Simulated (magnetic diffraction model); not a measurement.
**Solving a magnetic structure from powder neutron data: Ce2TlC4**

Space group Ibam (no. 72), a = 7.8230 Å, b = 10.2620 Å, c = 5.3690 Å.

| site | atom | x | y | z |
| --- | --- | --- | --- | --- |
| 4a | Tl | 0 | 0 | 1/4 |
| 8j | Ce | 0.6523 | 0.1487 | 0 |
| 8j | C | 0.6621 | 0.1254 | 1/2 |
| 8j | C | 0.1621 | 0.9179 | 1/2 |

The compound is invented for this exercise: a known structure type with other elements, its cell scaled to their sizes and not relaxed.

Only Ce is taken to order (form factors of Ce3+); orders and moment sizes are assumed, and not adapted to the symmetry. Radiation: neutrons of λ = 1.909 Å, 2° to 55°; isotropic B of 0.24 Å² (Tl), 0.29 Å² (Ce) and 0.39 Å² (C). The intensities are simulated: I ∝ L Σ (|F_N|² + |F_M⊥|²) for unpolarised neutrons, with F_M = 2.695 fm/μB × Σ f(s) S exp(2πi Q·r) exp(−B s²) at Q = H ± k (one set where k and −k are equivalent), only the part normal to Q counting and L = 1/(sin²θ cos θ). For a modulated order the moment at position r is S exp(−2πi k·r) + c.c., with S = m/2 for a sine wave of amplitude m and S = m(u + iv)/2 for moments turning in a plane, u and v being orthogonal unit vectors in it; the phase factor of the sum at Q = H + k is then exp(2πi H·r). Form factors are spin-only for 3d ions and dipole or tabulated for f ions, scattering lengths are Sears's of 1992, and absorption is left out. A label names one of the reflections at its angle. The strongest nuclear line in the range is 100, and lines under 0.2 are left out.

Above the ordering temperature:

```
2θ (°)    index      I
 17.65  (1 1 0)   41.0
 21.44  (0 2 0)   51.5
 28.25  (2 0 0)    7.7
 33.09  (1 2 1)  100.0
 35.46  (1 3 0)   89.6
 35.74  (2 2 0)   10.8
 36.83  (2 1 1)   10.4
 41.66  (0 0 2)   68.0
 43.68  (0 4 0)   29.2
 44.38  (3 1 0)   24.0
 45.57  (1 1 2)   37.2
 47.32  (0 2 2)    3.5
 48.55  (2 3 1)   11.9
 50.94  (1 4 1)   51.6
 51.09  (2 0 2)   72.6
 52.84  (2 4 0)   49.0
 54.81  (3 3 0)   10.5
```

Below it (cell unchanged):

```
2θ (°)      I
 17.33   10.1
 17.65   41.0
 18.93    4.3
 21.44   51.5
 28.25    7.7
 29.09    3.0
 29.20    2.4
 29.50    3.8
 33.09  100.0
 33.33    0.4
 35.30    0.3
 35.46   89.6
 35.74   10.8
 36.15    2.5
 36.42    0.3
 36.83   10.4
 37.94    1.7
 38.98    1.4
 41.30    0.3
 41.66   68.0
 42.95    0.2
 43.68   29.2
 44.38   24.0
 45.15    1.7
 45.57   37.2
 47.32    3.5
 48.30    0.2
 48.55   11.9
 50.29    1.6
 50.50    0.2
 50.60    1.7
 50.94   51.6
 51.09   72.6
 52.50    0.7
 52.84   49.0
 53.34    1.0
```
(The table stops after 36 lines; 2 more lie at higher angle.)

**Question.** Find the propagation vector, then choose among these models:
A. a sine wave with moments along [001] (amplitudes given), 1.2 μB on Ce; signs + at (0.6523, 0.1487, 0), − at (0.3477, 0.8513, 0), + at (0.6523, 0.8513, 1/2), − at (0.3477, 0.1487, 1/2)
B. moments turning in the plane of [001] and [100], 1.2 μB on Ce; signs + at (0.6523, 0.1487, 0), − at (0.3477, 0.8513, 0), + at (0.6523, 0.8513, 1/2), − at (0.3477, 0.1487, 1/2)
C. a sine wave with moments along [010] (amplitudes given), 1.2 μB on Ce; signs + at (0.6523, 0.1487, 0), − at (0.3477, 0.8513, 0), + at (0.6523, 0.8513, 1/2), − at (0.3477, 0.1487, 1/2)
D. moments turning in the plane of [100] and [010], 1.2 μB on Ce; signs + at (0.6523, 0.1487, 0), − at (0.3477, 0.8513, 0), + at (0.6523, 0.8513, 1/2), − at (0.3477, 0.1487, 1/2)

The new lines index as (0 1 2/3) at 17.33°, (1 1 1/3) at 18.93°, (2 0 1/3) at 29.09° and (1 2 2/3) at 29.20°, that is as H ± k with k = (0 0 1/3). Satellites come in pairs about each point of the reciprocal lattice.

Magnetic intensity, observed (below minus above) and for each model:

| 2θ (°) | index | observed | A | B | C | D |
| --- | --- | --- | --- | --- | --- | --- |
| 17.33 | (0 1 2/3) | 10.1 | 2.4 | 8.6 | 3.9 | 10.1 |
| 18.93 | (1 1 1/3) | 4.3 | 3.3 | 5.0 | 2.6 | 4.3 |
| 29.20 | (1 2 2/3) | 2.4 | 1.5 | 3.0 | 0.9 | 2.4 |
| 29.50 | (0 1 4/3) | 3.8 | 0.3 | 2.3 | 1.8 | 3.8 |
| 36.15 | (1 3 1/3) | 2.5 | 2.3 | 4.3 | 0.5 | 2.5 |
| 38.98 | (1 1 5/3) | 1.4 | <0.2 | 0.9 | 0.7 | 1.4 |
| 45.15 | (2 0 5/3) | 1.7 | 0.4 | 1.1 | 1.1 | 1.7 |
| 53.34 | (2 4 1/3) | 1.0 | 1.0 | 1.6 | 0.3 | 1.0 |

Model D matches.

The structure used: k = (0 0 1/3), moments turning in the plane of [100] and [010], 1.2 μB on Ce; signs + at (0.6523, 0.1487, 0), − at (0.3477, 0.8513, 0), + at (0.6523, 0.8513, 1/2), − at (0.3477, 0.1487, 1/2).

[Logs are printed without paths, hosts, clocks, repeated set-up lines and the standing remarks that a program may print on its own settings, such as how far it seeks lower states.]
